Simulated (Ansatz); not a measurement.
# MgI2 monolayer (1T): relaxing the cell for a phonon run

Aim: bring MgI2 monolayer (1T) to small forces and stress, as phonons need.

Program: Ansatz 0.2.0. Level of theory: DFT PBE, scalar-relativistic, plane waves, PAW; PAW set soft_1. Results are calculated unless marked as measured.

### 1. Set-up

The cell holds 3 atoms: 1 Mg and 2 I. Cell: a = 4.150 Å, b = 4.150 Å, c = 20.000 Å, α = 90.0°, β = 90.0°, γ = 120.0°. It derives from MgI2. Vacuum lies along c.

### 2. Probe on a coarse mesh

First a cheap look: the gap decides the mesh and the occupations, the pressure tells how far the cell has to move.

The program solves this slab on a cell height of its own, 30.4 Å, in place of the one typed.

File input.yaml:

```yaml
crystal:
  lattice:
    - [4.15, 0.0, 0.0]
    - [-2.075, 3.59401, 0.0]
    - [0.0, 0.0, 20.0]
  atoms:
    - { symbol: Mg, position: [0.0, 0.0, 0.5] }
    - { symbol: I, position: [0.333333, 0.666667, 0.5825] }
    - { symbol: I, position: [0.666667, 0.333333, 0.4175] }
  periodic: [true, true, false]
kpoints:
  mp_grid: { grid: [6, 6, 1] }
hamiltonian:
  xc: pbe
  pseudopotentials: { kind: paw, azcp: { folder: soft_1 } }
scf:
  occupations: { method: gaussian, width: 0.1 }
output:
  forces: true
  stress: true
  eigenvalues: true
```

On the command line:

```bash
$ ansatz run input.yaml --threads 4 --pin off --max-ram 16384MiB --backend cpu --events-out ev --progress --plain --runs-dir out
```

Numbers of over 12 decimals in the logs are rounded to 6 here.

The log of the run:

```text
[...]
k-point 1: bands = [... 18 lower, -7.1835, -6.9967, -6.8889, -6.4855, -1.6131 (-1.6131°), -0.9026 (-0.9026°), -0.2869 (-0.2884°), -0.2083, ... 1 higher]
  k-point 2: bands = [... 18 lower, -7.8934, -7.4246, -6.9403, -6.7252, -2.2714, -0.8729, -0.3285 (-0.3285°), 0.5820, ... 1 higher]
  k-point 6: bands = [... 18 lower, -8.8630, -8.3268, -7.1397, -7.1397, -1.8570, 0.1597, 0.1597, 1.5946, ... 1 higher]
  ° read free of the cell's end (the report's vacuum.weakly_bound_levels)
[key lines of the parts left out:]
SCF converged after 7 iterations
Free energy (F): -16953.008906 eV
Fermi energy:    -4.557568 eV
P = ½ c Tr σ = 0.8689 N/m
```

The job ended after 1.8 s (4 threads of Arm Neoverse V1, shared host; peak memory 0.69 GiB; 6.5 s of CPU time).

This step gave:

- gap on the k-mesh: 3.695 eV
- direct gap on mesh: 4.137 eV
- area per atom: 4.972 Å²

The coarse mesh shows a gap of 3.70 eV.

### 3. Relaxation

Harmonic phonons are second derivatives at a point where the forces vanish, and they are wanted at zero stress, so atoms and cell are relaxed first.

The program solves this slab on a cell height of its own, 30.4 Å, in place of the one typed.

input.yaml: that of step 2 with these lines changed.

```diff
@@ -16,3 +16,3 @@
 scf:
-  occupations: { method: gaussian, width: 0.1 }
+  occupations: { method: gaussian, width: 0.02 }
 output:
@@ -21 +21,10 @@
   eigenvalues: true
+  write_density: true
+  write_potential: true
+  elf: true
+  volumetric_format: npy
+relax:
+  adjacent_minimum: "off"
+  f_tol: 0.005
+  max_steps: 80
+  cell: { stress_2d_tol: 0.02 }
```

The log of the run:

```text
[...]
Crystal: 3 atoms, lattice volume = 453.420 Å³
Basis set: ecut = 420 eV, 8747 PW (Γ), exchange–correlation on 60×60×432 points (8 copies of the dense FFT grid, shifted against one another)
Bands: 27, of which v1, the nominal top of the filled ones, is band 22 counted from 1 (21 counted from 0)
Symmetry: 12 space group operations
[...]
k-points: 7 of 36
[...]
SCF iter   9: F=-16953.008906 eV  HF=-16953.008906 eV  |F-HF|=1.82e-11  |Δ(HF+E_count)|=   1.12e-9  Δρ=5.96e-8  dr2=1.58e-11  ethr=2.23e-12  ⟨swp⟩=7.7  Hψ=1164  notcnv=0
SCF 1 converged in 9 iterations: F = -16953.008906 eV  dr2 = 1.58e-11
[...]
relax step   1: F+E_penalty+E_count = -16953.00890580 eV  Δ(F+E_penalty+E_count) = +0.000e0 eV  max|allowed force component| = 2.156e-1 eV/Å  Δτ_max = 0.0000 Å  P = +0.869 N/m  Ω = 453.420 Å³  fix = [c, alpha, beta]  reactions: c +0.000 N/m  (9 SCF iters, dr2 threshold 1.00e-7 eV, accepted)
Crystal: 3 atoms, lattice volume = 456.880 Å³
Basis set: ecut = 420 eV, 8831 PW (Γ), exchange–correlation on 60×60×432 points (8 copies of the dense FFT grid, shifted against one another)
[...]
SCF iter   6: F=-16953.017611 eV  HF=-16953.017611 eV  |F-HF|=7.97e-9  |Δ(HF+E_count)|=   1.30e-7  Δρ=1.27e-6  dr2=8.30e-9  ethr=6.82e-10  ⟨swp⟩=17.7  Hψ=1813  notcnv=0
SCF 2 converged in 6 iterations: F = -16953.017611 eV  dr2 = 8.30e-9
relax step   2: F+E_penalty+E_count = -16953.01761051 eV  Δ(F+E_penalty+E_count) = -8.705e-3 eV  max|allowed force component| = 1.285e-1 eV/Å  Δτ_max = 0.0643 Å  P = +0.182 N/m  Ω = 456.880 Å³  energy of the carried Pulay correction = -4.936e-5 eV  fix = [c, alpha, beta]  reactions: c +0.000 N/m  (6 SCF iters, dr2 threshold 3.00e-7 eV, accepted)
Crystal: 3 atoms, lattice volume = 460.511 Å³
Basis set: ecut = 420 eV, 8867 PW (Γ), exchange–correlation on 60×60×432 points (8 copies of the dense FFT grid, shifted against one another)
[...]
SCF iter   5: F=-16953.023219 eV  HF=-16953.023219 eV  |F-HF|=8.27e-8  |Δ(HF+E_count)|=   2.67e-7  Δρ=2.62e-6  dr2=1.15e-7  ethr=6.82e-10  ⟨swp⟩=19.0  Hψ=1816  notcnv=0
SCF 3 converged in 5 iterations: F = -16953.023219 eV  dr2 = 1.15e-7
relax step   3: F+E_penalty+E_count = -16953.02321900 eV  Δ(F+E_penalty+E_count) = -5.608e-3 eV  max|allowed force component| = 1.586e-2 eV/Å  Δτ_max = 0.0295 Å  P = +0.193 N/m  Ω = 460.511 Å³  energy of the carried Pulay correction = -1.008e-4 eV  fix = [c, alpha, beta]  reactions: c +0.000 N/m  (5 SCF iters, dr2 threshold 3.00e-7 eV, accepted)
[...]
relax step   4: F+E_penalty+E_count = -16953.02426990 eV  Δ(F+E_penalty+E_count) = -1.051e-3 eV  max|allowed force component| = 9.169e-3 eV/Å  Δτ_max = 0.0110 Å  P = +0.079 N/m  Ω = 464.205 Å³  energy of the carried Pulay correction = -1.526e-4 eV  fix = [c, alpha, beta]  reactions: c +0.000 N/m  (5 SCF iters, dr2 threshold 5.28e-8 eV, accepted)
[...]
relax step   5: F+E_penalty+E_count = -16953.02437490 eV  Δ(F+E_penalty+E_count) = -1.050e-4 eV  max|allowed force component| = 7.925e-4 eV/Å  Δτ_max = 0.0000 Å  P = +0.011 N/m  Ω = 465.531 Å³  energy of the carried Pulay correction = -1.712e-4 eV  fix = [c, alpha, beta]  reactions: c +0.000 N/m  (5 SCF iters, dr2 threshold 8.90e-9 eV, accepted)
[...]
SCF iter   7: F=-16953.024526 eV  HF=-16953.024526 eV  |F-HF|=1.42e-9  |Δ(HF+E_count)|=   1.35e-8  Δρ=8.99e-9  dr2=8.17e-13  ethr=1.00e-12  ⟨swp⟩=12.4  Hψ=1226  notcnv=0
SCF 6 converged in 7 iterations: F = -16953.024526 eV  dr2 = 8.17e-13
relax step   6: F+E_penalty+E_count = -16953.02452574 eV  Δ(F+E_penalty+E_count) = -1.508e-4 eV  max|allowed force component| = 8.135e-4 eV/Å  Δτ_max = 0.0000 Å  P = +0.010 N/m  Ω = 465.531 Å³  fix = [c, alpha, beta]  reactions: c +0.000 N/m  stress off target by 1.01e-2 N/m on what of the cell is left free  SCF on the basis re-selected at this cell (its energy is not comparable with the rows above)  (7 SCF iters)
basis re-selected at this cell: Δ(F+E_penalty+E_count) = -1.508e-4 eV, ΔP = -0.001 N/m vs the last step (what re-selecting the basis moved, of the pressure what is left beyond the Pulay correction that the steps carried, after the strain that the cell walked since its last selection, with what the two solves' SCF thresholds leave and, on support functions, any second-order correction that the steps lacked; it is no m [...]
SCF converged after 7 iterations
Free energy (F): -16953.024526 eV
[...]
Internal energy: -16953.024526 eV  (E = F + TS)
E sigma→0 (E₀):  -16953.024526 eV
Fermi energy:    -4.640142 eV
[...]
--- Forces (eV/Å), atoms counted from 1 ---
  atom   1  Mg     0.00000000    -0.00000000     0.00000000
  atom   2  I     -0.00000000    -0.00000000    -0.00081347
  atom   3  I      0.00000000     0.00000000     0.00081347
  max |Σ_I F_I| component: 1.05e-30 eV/Å
--- 2D stress c σ (N/m, compression-positive) ---
        0.010128       0.000000       0.000000
        0.000000       0.010128      -0.000000
        0.000000      -0.000000       0.000000
  P = ½ c Tr σ = 0.0101 N/m
--- Band table (eV; the first three rows and the last of 7) ---
  k-point 0: bands = [... 18 lower, -6.7360, -6.7360, -6.4679, -6.4679, -2.4778, -1.5606 (-1.5606°), -0.3936 (-0.3991°), -0.3352, ... 1 higher]
  k-point 1: bands = [... 18 lower, -7.1908, -7.0143, -6.9130, -6.5407, -1.8454, -0.9797 (-0.9797°), -0.3102 (-0.3109°), -0.2856, ... 1 higher]
  k-point 2: bands = [... 18 lower, -7.8513, -7.4171, -6.9605, -6.7619, -2.3926, -0.9365, -0.3768 (-0.3768°), 0.5095, ... 1 higher]
  k-point 6: bands = [... 18 lower, -8.7687, -8.2653, -7.1461, -7.1461, -2.0210, 0.0580, 0.0580, 1.4776, ... 1 higher]
  ° read free of the cell's end (the report's vacuum.weakly_bound_levels)
--- Relaxed structure (5 steps of the walk, 5 accepted, 1 SCFs on fresh bases) ---
  F+E_penalty+E_count = -16953.02452574 eV   max|allowed force component| = 8.135e-4 eV/Å   (the final SCF, on the basis selected at the relaxed cell)
  cell:  # Å, volume = 465.5312 Å³
    - [4.205061, 0, 0]
    - [-2.102530, 3.641690, 0]
    - [0, 0, 30.400000]
  atoms:
    - { symbol: Mg, position: [0, 0, 0.328947] }
    - { symbol: I, position: [0.333333, 0.666667, 0.384008] }
    - { symbol: I, position: [0.666667, 0.333333, 0.273887] }
```

It took 12 s on 4 threads; peak memory 0.74 GiB.

Relaxation path:

```
step  energy less that of the first step (eV)  largest force component (eV/Å)  volume (Å³)
   1                                   0.0000                          0.2156       453.42
   2                                  -0.0087                          0.1285       456.88
   3                                  -0.0143                          0.0159       460.51
   4                                  -0.0154                          0.0092       464.21
   5                                  -0.0155                          0.0008       465.53
  6*                                  -0.0156                          0.0008       465.53
```

Relaxation steps marked * repeat the geometry before them on a plane-wave basis chosen anew for their cell, so energy and pressure can jump there.

Forces are held to the 12 operations that the run works with; a distortion that breaks them can't arise in this run.

```
cell as run  before  after  change
      a (Å)   4.150  4.205  +1.3 %
      b (Å)   4.150  4.205  +1.3 %
```

The atoms that moved most (Å, along periodic axes as changes of fractional coordinates times the final cell, across vacuum about the mean position):

```
atom     dx     dy      dz  length
  I3  0.000  0.000  -0.024   0.024
  I2  0.000  0.000   0.024   0.024
```

The relaxed structure:

```xyz
3
Lattice="4.2051 0.0000 0.0000 -2.1025 3.6417 0.0000 0.0000 0.0000 30.4000" Properties=species:S:1:pos:R:3
Mg    0.0000    0.0000   10.0000
I     0.0000    2.4278   11.6738
I     2.1025    1.2139    8.3262
```

Numbers from this step:

```yaml
gap_on_the_k_mesh: 3.656 eV
direct_gap_on_mesh: 3.990 eV
area_per_atom: 5.105 Å²
```

ELF in the ac plane at fractional y = 0.000, with atoms of Mg within 0.2 Å of it. It is the smooth field of the valence electrons, not physical close to the nuclei.

Ten even steps from '_' (0.00) to '@' (0.74), each cell a mean:
```
____________________________
____________________________
____________________________
____________________________
____________________________
____________________________
____________________________
____________________________
____________________________
____________________________
____________________________
____________________________
____________________________
______..--++****++==::______
____::++%%@@@@@@@@@@##==..__
::::::--++**********==::::::
::::::::++++++++**++==::::::
__..::++%%@@@@@@@@@@##==..__
______..--++******==::..____
____________________________
____________________________
____________________________
____________________________
____________________________
```
Columns run along a (4.2 Å), rows up along c (30.4 Å). Atoms in or near the plane, at fractional coordinates: Mg at (0.00, 0.33).

Electrostatic potential energy in the ac plane at fractional y = 0.000, with atoms of Mg within 0.2 Å of it. With pseudopotentials it is smooth inside the atoms' cores, unlike the true potential.

Ten even steps from '0' (-8.5 eV) to '9' (0.0 eV), each cell a mean:
```
99999999999999
99999999999999
99999999999999
99999999999999
99999999999999
99999999999999
99999999999999
99999999999999
99999999999999
99999999999999
99999999999999
99999999999999
99999999999999
99999998999999
77776422356777
00014555553100
00013566653100
77776422356777
99999988899999
99999999999999
99999999999999
99999999999999
99999999999999
99999999999999
```
Columns run along a (4.2 Å; values clipped at the 3rd and 97th percentile), rows up along c (30.4 Å). Atoms in or near the plane, at fractional coordinates: Mg at (0.00, 0.33).

Valence density in the ac plane at fractional y = 0.000, with atoms of Mg within 0.2 Å of it. It is the smooth field of the valence electrons, not physical close to the nuclei.

Ten steps, logarithmic in the rise over the least value, from '_' (0.00 × 1e0 e/Å³) to '@' (7.96 × 1e0 e/Å³), each cell a mean:
```
____________________________
____________________________
____________________________
____________________________
____________________________
____________________________
____________________________
____________________________
____________________________
____________________________
____________________________
____________________________
____________________________
____________________________
____....::::------::....____
@@##--....::::::::::....++%%
@@%%--....::::::::::..::**@@
____....::::------::::....__
______________..____________
____________________________
____________________________
____________________________
____________________________
____________________________
```
Columns run along a (4.2 Å), rows up along c (30.4 Å). Atoms in or near the plane, at fractional coordinates: Mg at (0.00, 0.33).

### 4. Relaxing to small forces for the phonons

Phonons need a cell at rest on their own settings, so the relaxation is repeated with tight tolerances on forces and stress, using the mesh and the filling of the phonon run that follows.

input.yaml, the sections that differ from step 3:

```yaml
crystal:
  lattice:
    - [4.20506094, 0.0, 0.0]
    - [-2.10253047, 3.6416895985, 0.0]
    - [0.0, 0.0, 30.4]
  atoms:
    - { symbol: Mg, position: [0.0, 0.0, 0.3289473684] }
    - { symbol: I, position: [0.3333333333, 0.6666666667, 0.3840076757] }
    - { symbol: I, position: [0.6666666667, 0.3333333333, 0.2738870611] }
  periodic: [true, true, false]
scf:
  occupations: { method: fixed }
relax:
  adjacent_minimum: "off"
  f_tol: 0.001
  max_steps: 60
  cell: { stress_2d_tol: 0.002 }
# kpoints, hamiltonian, output: as in step 3
```

The log of the run:

```text
[...]
Crystal: 3 atoms, lattice volume = 465.531 Å³
Basis set: ecut = 420 eV, 8975 PW (Γ), exchange–correlation on 60×60×432 points (8 copies of the dense FFT grid, shifted against one another)
Bands: 27, of which v1, the nominal top of the filled ones, is band 22 counted from 1 (21 counted from 0)
[... 1 set-up line as in the run before ...]
[...]
k-points: 7 of 36
[...]
° read free of the cell's end (the report's vacuum.weakly_bound_levels)
--- Relaxed structure (4 steps of the walk, 4 accepted, 1 SCFs on fresh bases) ---
[...]
cell:  # Å, volume = 465.8188 Å³
    - [4.206360, 0, 0]
    - [-2.103180, 3.642814, 0]
    - [0, 0, 30.4]
  atoms:
    - { symbol: Mg, position: [0, 0, 0.328947] }
    - { symbol: I, position: [0.333333, 0.666667, 0.383987] }
    - { symbol: I, position: [0.666667, 0.333333, 0.273907] }
[key lines of the parts left out:]
SCF converged after 8 iterations
Free energy (F): -16953.024531 eV
Fermi energy:    -6.470461 eV
P = ½ c Tr σ = -0.0000 N/m
```

Elapsed: 10 s, on 4 threads; peak memory 0.74 GiB.

Little changed from the start: no atom moved by 0.005 Å and no cell edge by 0.1 %.

Numbers from this step:

| Property | Result |
| --- | --- |
| gap on the k-mesh | 3.657 eV |
| direct gap on mesh | 3.989 eV |
| area per atom | 5.108 Å² |

ELF in the ac plane at fractional y = 0.333, with atoms of I within 0.2 Å of it. It is the smooth field of the valence electrons, not physical close to the nuclei.

Ten even steps from '_' (0.00) to '@' (0.77), each cell a mean:
```
____________________________
____________________________
____________________________
____________________________
____________________________
____________________________
____________________________
____________________________
____________________________
____________________________
____________________________
____________________________
____________________________
==++**++==--..____________::
@@@@@@@@@@##==..________--**
**######**==::..______..::==
==::....==**######**########
%%--__::**@@%%**======++%%@@
--______::**%%@@@@@@@@@@%%**
____________....::::::::..__
____________________________
____________________________
____________________________
____________________________
```
Columns run along a (4.2 Å), rows up along c (30.4 Å). Atoms in or near the plane, at fractional coordinates: I at (0.67, 0.27).

Electrostatic potential energy in the ac plane at fractional y = 0.333, with atoms of I within 0.2 Å of it. With pseudopotentials it is smooth inside the atoms' cores, unlike the true potential.

Values in eV, 24 rows by 14 columns, each cell a mean:
```
  0   0   0   0   0   0   0   0   0   0   0   0   0   0
  0   0   0   0   0   0   0   0   0   0   0   0   0   0
  0   0   0   0   0   0   0   0   0   0   0   0   0   0
  0   0   0   0   0   0   0   0   0   0   0   0   0   0
  0   0   0   0   0   0   0   0   0   0   0   0   0   0
  0   0   0   0   0   0   0   0   0   0   0   0   0   0
  0   0   0   0   0   0   0   0   0   0   0   0   0   0
  0   0   0   0   0   0   0   0   0   0   0   0   0   0
  0   0   0   0   0   0   0   0   0   0   0   0   0   0
  0   0   0   0   0   0   0   0   0   0   0   0   0   0
  0   0   0   0   0   0   0   0   0   0   0   0   0   0
  0   0   0   0   0   0   0   0   0   0   0   0   0   0
  0   0   0   0   0   0   0   0   0   0   0   0   0   0
 -1  -1  -1  -1  -1   0   0   0   0   0   0   0   0   0
 -4  -6  -7  -6  -5  -3  -2  -1  -1  -1  -1  -1  -1  -2
 -5  -6  -6  -6  -5  -3  -2  -2  -1  -1  -1  -2  -2  -3
 -4  -5  -5  -5  -4  -5  -6  -8  -8  -9  -8  -8  -7  -5
 -3  -2  -1  -2  -3  -7 -11 -12 -11  -9 -11 -12 -11  -8
 -1   0   0   0   0  -1  -2  -4  -4  -5  -5  -4  -2  -1
  0   0   0   0   0   0   0   0   0   0   0   0   0   0
  0   0   0   0   0   0   0   0   0   0   0   0   0   0
  0   0   0   0   0   0   0   0   0   0   0   0   0   0
  0   0   0   0   0   0   0   0   0   0   0   0   0   0
  0   0   0   0   0   0   0   0   0   0   0   0   0   0
```
Columns run along a (4.2 Å; values clipped at the 3rd and 97th percentile), rows up along c (30.4 Å). Atoms in or near the plane, at fractional coordinates: I at (0.67, 0.27).

Valence density in the ac plane at fractional y = 0.333, with atoms of I within 0.2 Å of it. It is the smooth field of the valence electrons, not physical close to the nuclei.

Ten steps, logarithmic in the rise over the least value, from '0' (0.00 × 1e0 e/Å³) to '9' (9.59 × 1e0 e/Å³), each cell a mean:
```
00000000000000
00000000000000
00000000000000
00000000000000
00000000000000
00000000000000
00000000000000
00000000000000
00000000000000
00000000000000
00000000000000
00000000000000
00000000000000
00000000000000
22332110000011
12222110000011
11111223565432
21011347999743
00000012222211
00000000000000
00000000000000
00000000000000
00000000000000
00000000000000
```
Columns run along a (4.2 Å), rows up along c (30.4 Å). Atoms in or near the plane, at fractional coordinates: I at (0.67, 0.27).

The largest force component left is 0.0018 meV/Å, within the tolerances set.

### 5. Summary of results

| Quantity | Value |
| --- | --- |
| space group after relaxation (within 0.01 Å) | P-3m1 |
| lattice constant a | 4.206 Å |
| lattice constant b | 4.206 Å |
| area per atom | 5.11 Å² |
| gap on the k-mesh | 3.66 eV |

What this shows: The largest force component left is 0.0018 meV/Å, within the tolerances set. The relaxation keeps the symmetry of its start, so it says nothing on stability against lower symmetry. Spin-orbit coupling is left out, which can matter for the heavy elements here. The starting cell was built on a prototype and not taken from a measurement.

[Logs are printed without paths, hosts, clocks, repeated set-up lines and the standing remarks that a program may print on its own settings, such as how far it seeks lower states.]

[Hosts, paths, dates, database ids (printed as entryN), source tags and the programs' standing remarks are cut or masked in the printed files.]
